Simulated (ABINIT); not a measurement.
# MgGeSe3 (Pm-3m): zone-centre phonons, part 3 of 4

Aim: the zone-centre modes of MgGeSe3 (Pm-3m).

ABINIT 10.8.3; DFT LDA, scalar-relativistic, plane waves, HGH norm-conserving pseudopotentials.

So far. Step 4 (Relaxation): The volume changes by +0.8 % in this run and stands -1.3 % from the first cell. Step 6 (Linear response at Γ): The acoustic modes at Γ come out as far as 1.0 cm⁻¹ from zero, where they should vanish, a small numerical error. The lowest optical mode is imaginary, 149i cm⁻¹, an instability at this level and on this k mesh. The relaxed cell has a = 4.898 Å (conventional setting).

The structure was built from a prototype and need not be the compound's stable phase.

## Step 7: Zone-centre analysis

anaddb reads the merged derivatives and imposes the acoustic sum rule.

Contents of anaddb.abi:

```
ddb_filepath "gamma_DDB"
output_file "anaddb.abo"
outdata_prefix "anaddb"
asr 1
chneut 1
enunit 2
eivec 1
nph1l 1
qph1l 0.0 0.0 0.0 1.0
```

Contents of mrgddb.in:

```
gamma_DDB
merged
2
dfpt_gammao_DDB
gso_DDB
```

Run with:

```bash
mrgddb < mrgddb.in > mrgddb.log
OMP_NUM_THREADS=1 anaddb anaddb.abi > anaddb.log
```

anaddb.abo, the main output file:

```text
-outvars_anaddb: echo values of input variables ----------------------

 Miscellaneous information :
      enunit         2
       eivec         1
         asr         1
 First list of wavevector (reduced coord.) :
       nph1l         1
       qph1l
                     0.00000000E+00  0.00000000E+00  0.00000000E+00    1.000E+00

================================================================================

 read the DDB information and perform some checks

  ==== Info on the Cryst% object ====
 Real(R)+Recip(G) space primitive vectors, cartesian coordinates (Bohr,Bohr^-1):
 R(1)=  9.2567066  0.0000000  0.0000000  G(1)=  0.1080298  0.0000000  0.0000000
 R(2)=  0.0000000  9.2567066  0.0000000  G(2)=  0.0000000  0.1080298  0.0000000
 R(3)=  0.0000000  0.0000000  9.2567066  G(3)=  0.0000000  0.0000000  0.1080298
 Unit cell volume ucvol=  7.9317586E+02 bohr^3
 Angles (23,13,12)=  9.00000000E+01  9.00000000E+01  9.00000000E+01 degrees
 Time-reversal symmetry is present
 Reduced atomic positions [iatom, xred, symbol]:
    1)    0.0000000  0.0000000  0.0000000  Mg
    2)    0.5000000  0.5000000  0.5000000  Ge
    3)    0.5000000  0.5000000  0.0000000  Se
    4)    0.5000000  0.0000000  0.5000000  Se
    5)    0.0000000  0.5000000  0.5000000  Se

 DDB file with 3 blocks has been read.

================================================================================

 Treat the first list of vectors

  Phonon wavevector (reduced coordinates) :  0.00000  0.00000  0.00000
 Phonon energies in Hartree :
  -6.797893E-04 -6.797893E-04 -6.797893E-04 -4.469871E-04 -4.469871E-04
  -4.469871E-04 -2.375265E-04 -2.375265E-04 -2.375265E-04  0.000000E+00
   0.000000E+00  0.000000E+00  9.865430E-04  9.865430E-04  9.865430E-04
 Phonon energies in meV     :
- -1.849801E+01 -1.849801E+01 -1.849801E+01 -1.216314E+01 -1.216314E+01
- -1.216314E+01 -6.463426E+00 -6.463426E+00 -6.463426E+00  0.000000E+00
-  0.000000E+00  0.000000E+00  2.684520E+01  2.684520E+01  2.684520E+01
 Phonon frequencies in cm-1    :
- -1.491965E+02 -1.491965E+02 -1.491965E+02 -9.810232E+01 -9.810232E+01
- -9.810232E+01 -5.213105E+01 -5.213105E+01 -5.213105E+01  0.000000E+00
-  0.000000E+00  0.000000E+00  2.165212E+02  2.165212E+02  2.165212E+02
 Phonon frequencies in Thz     :
- -4.472799E+00 -4.472799E+00 -4.472799E+00 -2.941034E+00 -2.941034E+00
- -2.941034E+00 -1.562850E+00 -1.562850E+00 -1.562850E+00  0.000000E+00
-  0.000000E+00  0.000000E+00  6.491141E+00  6.491141E+00  6.491141E+00
 Phonon energies in Kelvin  :
- -2.146605E+02 -2.146605E+02 -2.146605E+02 -1.411474E+02 -1.411474E+02
- -1.411474E+02 -7.500495E+01 -7.500495E+01 -7.500495E+01  0.000000E+00
-  0.000000E+00  0.000000E+00  3.115257E+02  3.115257E+02  3.115257E+02

 Eigendisplacements
 (will be given, for each mode : in cartesian coordinates
   for each atom the real part of the displacement vector,
   then the imaginary part of the displacement vector - absolute values smaller than 1.0d-7 are set to zero)
  Mode number    1   Energy   -6.797893E-04
 Attention : low frequency mode.
   (Could be unstable or acoustic mode)
-  1  0.00000000E+00  0.00000000E+00  4.24928995E-03
-     0.00000000E+00  0.00000000E+00  0.00000000E+00
-  2  0.00000000E+00  0.00000000E+00  3.48192608E-04
-     0.00000000E+00  0.00000000E+00  0.00000000E+00
-  3  0.00000000E+00  0.00000000E+00 -2.99566000E-05
-     0.00000000E+00  0.00000000E+00  0.00000000E+00
-  4  0.00000000E+00  0.00000000E+00 -7.99108103E-04
-     0.00000000E+00  0.00000000E+00  0.00000000E+00
-  5  0.00000000E+00  0.00000000E+00 -7.99108103E-04
-     0.00000000E+00  0.00000000E+00  0.00000000E+00
  Mode number    2   Energy   -6.797893E-04
 Attention : low frequency mode.
   (Could be unstable or acoustic mode)
-  1  0.00000000E+00  4.24928995E-03  0.00000000E+00
-     0.00000000E+00  0.00000000E+00  0.00000000E+00
-  2  0.00000000E+00  3.48192608E-04  0.00000000E+00
-     0.00000000E+00  0.00000000E+00  0.00000000E+00
-  3  0.00000000E+00 -7.99108103E-04  0.00000000E+00
-     0.00000000E+00  0.00000000E+00  0.00000000E+00
-  4  0.00000000E+00 -2.99566000E-05  0.00000000E+00
-     0.00000000E+00  0.00000000E+00  0.00000000E+00
-  5  0.00000000E+00 -7.99108103E-04  0.00000000E+00
-     0.00000000E+00  0.00000000E+00  0.00000000E+00
  Mode number    3   Energy   -6.797893E-04
 Attention : low frequency mode.
   (Could be unstable or acoustic mode)
-  1  4.24928995E-03  0.00000000E+00  0.00000000E+00
-     0.00000000E+00  0.00000000E+00  0.00000000E+00
-  2  3.48192608E-04  0.00000000E+00  0.00000000E+00
-     0.00000000E+00  0.00000000E+00  0.00000000E+00
-  3 -7.99108103E-04  0.00000000E+00  0.00000000E+00
-     0.00000000E+00  0.00000000E+00  0.00000000E+00
-  4 -7.99108103E-04  0.00000000E+00  0.00000000E+00
-     0.00000000E+00  0.00000000E+00  0.00000000E+00
-  5 -2.99566000E-05  0.00000000E+00  0.00000000E+00
-     0.00000000E+00  0.00000000E+00  0.00000000E+00
  Mode number    4   Energy   -4.469871E-04
 Attention : low frequency mode.
   (Could be unstable or acoustic mode)
-  1  0.00000000E+00  0.00000000E+00  0.00000000E+00
-     0.00000000E+00  0.00000000E+00  0.00000000E+00
-  2  0.00000000E+00  0.00000000E+00  0.00000000E+00
-     0.00000000E+00  0.00000000E+00  0.00000000E+00
-  3  0.00000000E+00  0.00000000E+00  0.00000000E+00
-     0.00000000E+00  0.00000000E+00  0.00000000E+00
-  4  0.00000000E+00  0.00000000E+00  1.86380890E-03
-     0.00000000E+00  0.00000000E+00  0.00000000E+00
-  5  0.00000000E+00  0.00000000E+00 -1.86380890E-03
-     0.00000000E+00  0.00000000E+00  0.00000000E+00
  Mode number    5   Energy   -4.469871E-04
 Attention : low frequency mode.
   (Could be unstable or acoustic mode)
-  1  0.00000000E+00  0.00000000E+00  0.00000000E+00
-     0.00000000E+00  0.00000000E+00  0.00000000E+00
-  2  0.00000000E+00  0.00000000E+00  0.00000000E+00
-     0.00000000E+00  0.00000000E+00  0.00000000E+00
-  3  0.00000000E+00  1.86380890E-03  0.00000000E+00
-     0.00000000E+00  0.00000000E+00  0.00000000E+00
-  4  0.00000000E+00  0.00000000E+00  0.00000000E+00
-     0.00000000E+00  0.00000000E+00  0.00000000E+00
-  5  0.00000000E+00 -1.86380890E-03  0.00000000E+00
-     0.00000000E+00  0.00000000E+00  0.00000000E+00
  Mode number    6   Energy   -4.469871E-04
 Attention : low frequency mode.
   (Could be unstable or acoustic mode)
-  1  0.00000000E+00  0.00000000E+00  0.00000000E+00
-     0.00000000E+00  0.00000000E+00  0.00000000E+00
-  2  0.00000000E+00  0.00000000E+00  0.00000000E+00
-     0.00000000E+00  0.00000000E+00  0.00000000E+00
-  3  1.86380890E-03  0.00000000E+00  0.00000000E+00
-     0.00000000E+00  0.00000000E+00  0.00000000E+00
-  4 -1.86380890E-03  0.00000000E+00  0.00000000E+00
-     0.00000000E+00  0.00000000E+00  0.00000000E+00
-  5  0.00000000E+00  0.00000000E+00  0.00000000E+00
-     0.00000000E+00  0.00000000E+00  0.00000000E+00
  Mode number    7   Energy   -2.375265E-04
 Attention : low frequency mode.
   (Could be unstable or acoustic mode)
-  1  0.00000000E+00  0.00000000E+00  1.69171329E-03
-     0.00000000E+00  0.00000000E+00  0.00000000E+00
-  2  0.00000000E+00  0.00000000E+00 -1.92618854E-03
-     0.00000000E+00  0.00000000E+00  0.00000000E+00
-  3  0.00000000E+00  0.00000000E+00 -7.75789722E-04
-     0.00000000E+00  0.00000000E+00  0.00000000E+00
-  4  0.00000000E+00  0.00000000E+00  1.01315355E-03
-     0.00000000E+00  0.00000000E+00  0.00000000E+00
-  5  0.00000000E+00  0.00000000E+00  1.01315355E-03
-     0.00000000E+00  0.00000000E+00  0.00000000E+00
  Mode number    8   Energy   -2.375265E-04
 Attention : low frequency mode.
   (Could be unstable or acoustic mode)
-  1  0.00000000E+00 -1.69171329E-03  0.00000000E+00
-     0.00000000E+00  0.00000000E+00  0.00000000E+00
-  2  0.00000000E+00  1.92618854E-03  0.00000000E+00
-     0.00000000E+00  0.00000000E+00  0.00000000E+00
-  3  0.00000000E+00 -1.01315355E-03  0.00000000E+00
-     0.00000000E+00  0.00000000E+00  0.00000000E+00
-  4  0.00000000E+00  7.75789722E-04  0.00000000E+00
-     0.00000000E+00  0.00000000E+00  0.00000000E+00
-  5  0.00000000E+00 -1.01315355E-03  0.00000000E+00
-     0.00000000E+00  0.00000000E+00  0.00000000E+00
  Mode number    9   Energy   -2.375265E-04
 Attention : low frequency mode.
   (Could be unstable or acoustic mode)
-  1  1.69171329E-03  0.00000000E+00  0.00000000E+00
-     0.00000000E+00  0.00000000E+00  0.00000000E+00
-  2 -1.92618854E-03  0.00000000E+00  0.00000000E+00
-     0.00000000E+00  0.00000000E+00  0.00000000E+00
-  3  1.01315355E-03  0.00000000E+00  0.00000000E+00
-     0.00000000E+00  0.00000000E+00  0.00000000E+00
-  4  1.01315355E-03  0.00000000E+00  0.00000000E+00
-     0.00000000E+00  0.00000000E+00  0.00000000E+00
-  5 -7.75789722E-04  0.00000000E+00  0.00000000E+00
-     0.00000000E+00  0.00000000E+00  0.00000000E+00
  Mode number   10   Energy    0.000000E+00
 Attention : low frequency mode.
   (Could be unstable or acoustic mode)
-  1  0.00000000E+00  0.00000000E+00  1.28197940E-03
-     0.00000000E+00  0.00000000E+00  0.00000000E+00
-  2  0.00000000E+00  0.00000000E+00  1.28196352E-03
-     0.00000000E+00  0.00000000E+00  0.00000000E+00
-  3  0.00000000E+00  0.00000000E+00  1.28197259E-03
-     0.00000000E+00  0.00000000E+00  0.00000000E+00
-  4  0.00000000E+00  0.00000000E+00  1.28198380E-03
-     0.00000000E+00  0.00000000E+00  0.00000000E+00
-  5  0.00000000E+00  0.00000000E+00  1.28198380E-03
-     0.00000000E+00  0.00000000E+00  0.00000000E+00
  Mode number   11   Energy    0.000000E+00
 Attention : low frequency mode.
   (Could be unstable or acoustic mode)
-  1  0.00000000E+00  1.28197940E-03  0.00000000E+00
-     0.00000000E+00  0.00000000E+00  0.00000000E+00
-  2  0.00000000E+00  1.28196352E-03  0.00000000E+00
-     0.00000000E+00  0.00000000E+00  0.00000000E+00
-  3  0.00000000E+00  1.28198380E-03  0.00000000E+00
-     0.00000000E+00  0.00000000E+00  0.00000000E+00
-  4  0.00000000E+00  1.28197259E-03  0.00000000E+00
-     0.00000000E+00  0.00000000E+00  0.00000000E+00
-  5  0.00000000E+00  1.28198380E-03  0.00000000E+00
-     0.00000000E+00  0.00000000E+00  0.00000000E+00
  Mode number   12   Energy    0.000000E+00
 Attention : low frequency mode.
   (Could be unstable or acoustic mode)
-  1  1.28197940E-03  0.00000000E+00  0.00000000E+00
-     0.00000000E+00  0.00000000E+00  0.00000000E+00
-  2  1.28196352E-03  0.00000000E+00  0.00000000E+00
-     0.00000000E+00  0.00000000E+00  0.00000000E+00
-  3  1.28198380E-03  0.00000000E+00  0.00000000E+00
-     0.00000000E+00  0.00000000E+00  0.00000000E+00
-  4  1.28198380E-03  0.00000000E+00  0.00000000E+00
-     0.00000000E+00  0.00000000E+00  0.00000000E+00
-  5  1.28197259E-03  0.00000000E+00  0.00000000E+00
-     0.00000000E+00  0.00000000E+00  0.00000000E+00
  Mode number   13   Energy    9.865430E-04
-  1  0.00000000E+00  0.00000000E+00  9.39712373E-05
-     0.00000000E+00  0.00000000E+00  0.00000000E+00
-  2  0.00000000E+00  0.00000000E+00  1.44231952E-03
-     0.00000000E+00  0.00000000E+00  0.00000000E+00
-  3  0.00000000E+00  0.00000000E+00 -2.16826346E-03
-     0.00000000E+00  0.00000000E+00  0.00000000E+00
-  4  0.00000000E+00  0.00000000E+00  4.06506199E-04
-     0.00000000E+00  0.00000000E+00  0.00000000E+00
-  5  0.00000000E+00  0.00000000E+00  4.06506199E-04
-     0.00000000E+00  0.00000000E+00  0.00000000E+00
  Mode number   14   Energy    9.865430E-04
-  1  0.00000000E+00  9.39712372E-05  0.00000000E+00
-     0.00000000E+00  0.00000000E+00  0.00000000E+00
-  2  0.00000000E+00  1.44231952E-03  0.00000000E+00
-     0.00000000E+00  0.00000000E+00  0.00000000E+00
-  3  0.00000000E+00  4.06506199E-04  0.00000000E+00
-     0.00000000E+00  0.00000000E+00  0.00000000E+00
-  4  0.00000000E+00 -2.16826346E-03  0.00000000E+00
-     0.00000000E+00  0.00000000E+00  0.00000000E+00
-  5  0.00000000E+00  4.06506199E-04  0.00000000E+00
-     0.00000000E+00  0.00000000E+00  0.00000000E+00
  Mode number   15   Energy    9.865430E-04
-  1  9.39712372E-05  0.00000000E+00  0.00000000E+00
-     0.00000000E+00  0.00000000E+00  0.00000000E+00
-  2  1.44231952E-03  0.00000000E+00  0.00000000E+00
-     0.00000000E+00  0.00000000E+00  0.00000000E+00
-  3  4.06506199E-04  0.00000000E+00  0.00000000E+00
-     0.00000000E+00  0.00000000E+00  0.00000000E+00
-  4  4.06506199E-04  0.00000000E+00  0.00000000E+00
-     0.00000000E+00  0.00000000E+00  0.00000000E+00
-  5 -2.16826346E-03  0.00000000E+00  0.00000000E+00
-     0.00000000E+00  0.00000000E+00  0.00000000E+00

 Analysis of degeneracies and characters (maximum tolerance=1.00E-06 a.u.)
 For each vibration mode, or group of modes if degenerate,
 the characters are given for each symmetry operation (see the list in the log file).
 Symmetry characters of vibration mode #   1
       degenerate with vibration modes #   2 to    3
  3.0 -3.0 -1.0  1.0 -1.0  1.0 -1.0  1.0  1.0 -1.0 -1.0  1.0  1.0 -1.0 -1.0  1.0
 -0.0  0.0  0.0 -0.0  0.0 -0.0 -0.0  0.0  1.0 -1.0 -1.0  1.0 -1.0  1.0  1.0 -1.0
 -0.0  0.0  0.0 -0.0 -0.0  0.0  0.0 -0.0  1.0 -1.0  1.0 -1.0 -1.0  1.0 -1.0  1.0
 Symmetry characters of vibration mode #   4
       degenerate with vibration modes #   5 to    6
  3.0 -3.0 -1.0  1.0 -1.0  1.0 -1.0  1.0 -1.0  1.0  1.0 -1.0 -1.0  1.0  1.0 -1.0
 -0.0  0.0 -0.0  0.0  0.0 -0.0  0.0 -0.0 -1.0  1.0  1.0 -1.0  1.0 -1.0 -1.0  1.0
 -0.0  0.0  0.0 -0.0  0.0 -0.0 -0.0  0.0 -1.0  1.0 -1.0  1.0  1.0 -1.0  1.0 -1.0
 Symmetry characters of vibration mode #   7
       degenerate with vibration modes #   8 to    9
  3.0 -3.0 -1.0  1.0 -1.0  1.0 -1.0  1.0  1.0 -1.0 -1.0  1.0  1.0 -1.0 -1.0  1.0
 -0.0  0.0 -0.0  0.0  0.0 -0.0  0.0 -0.0  1.0 -1.0 -1.0  1.0 -1.0  1.0  1.0 -1.0
 -0.0  0.0  0.0 -0.0  0.0 -0.0 -0.0  0.0  1.0 -1.0  1.0 -1.0 -1.0  1.0 -1.0  1.0
 Symmetry characters of vibration mode #  10
       degenerate with vibration modes #  11 to   12
  3.0 -3.0 -1.0  1.0 -1.0  1.0 -1.0  1.0  1.0 -1.0 -1.0  1.0  1.0 -1.0 -1.0  1.0
 -0.0  0.0 -0.0  0.0  0.0 -0.0  0.0 -0.0  1.0 -1.0 -1.0  1.0 -1.0  1.0  1.0 -1.0
 -0.0  0.0  0.0 -0.0  0.0 -0.0 -0.0  0.0  1.0 -1.0  1.0 -1.0 -1.0  1.0 -1.0  1.0
 Symmetry characters of vibration mode #  13
       degenerate with vibration modes #  14 to   15
  3.0 -3.0 -1.0  1.0 -1.0  1.0 -1.0  1.0  1.0 -1.0 -1.0  1.0  1.0 -1.0 -1.0  1.0
 -0.0  0.0 -0.0  0.0  0.0 -0.0  0.0 -0.0  1.0 -1.0 -1.0  1.0 -1.0  1.0  1.0 -1.0
 -0.0  0.0  0.0 -0.0  0.0 -0.0 -0.0  0.0  1.0 -1.0  1.0 -1.0 -1.0  1.0 -1.0  1.0
-
```

Wall time 0.52 s (1 thread of Arm Neoverse V2, shared host).

No LO-TO term; unit eigenvectors of the mass-weighted matrix, from anaddb's displacements. Modes at Γ, with each element's share of the kinetic energy (negative means imaginary):

```
mode  frequency (cm⁻¹)  symmetry  Mg %  Ge %  Se %
   1            -149.2       T1u    80     2    18
   2            -149.2       T1u    80     2    18
   3            -149.2       T1u    80     2    18
   4             -98.1       T2u     0     0   100
   5             -98.1       T2u     0     0   100
   6             -98.1       T2u     0     0   100
   7             -52.1       T1u    13    49    38
   8             -52.1       T1u    13    49    38
   9             -52.1       T1u    13    49    38
  10               0.0  acoustic     7    22    71
  11               0.0  acoustic     7    22    71
  12               0.0  acoustic     7    22    71
  13             216.5       T1u     0    28    72
  14             216.5       T1u     0    28    72
  15             216.5       T1u     0    28    72
```

Displacements in mode 1 (-149.2 cm⁻¹), the largest set to 1:
```
Mg1  0.00  0.00  1.00
Ge2  0.00  0.00  0.08
Se3  0.00  0.00 -0.01
Se4  0.00  0.00 -0.19
Se5  0.00  0.00 -0.19
```

Displacements in mode 4 (-98.1 cm⁻¹), the largest set to 1:
```
Mg1  0.00  0.00  0.00
Ge2  0.00  0.00  0.00
Se3  0.00  0.00  0.00
Se4  0.00  0.00  1.00
Se5  0.00  0.00 -1.00
```

The rule moves no optical mode by more than 0.1 cm⁻¹.

(Part 3 of 4 ends here.)

[Host names and launcher messages were left out of these logs when they were recorded.]

[Logs are printed without paths, hosts, clocks, repeated set-up lines and the standing remarks that a program may print on its own settings, such as how far it seeks lower states.]

[Hosts, paths, dates, database ids (printed as entryN), source tags and the programs' standing remarks are cut or masked in the printed files.]
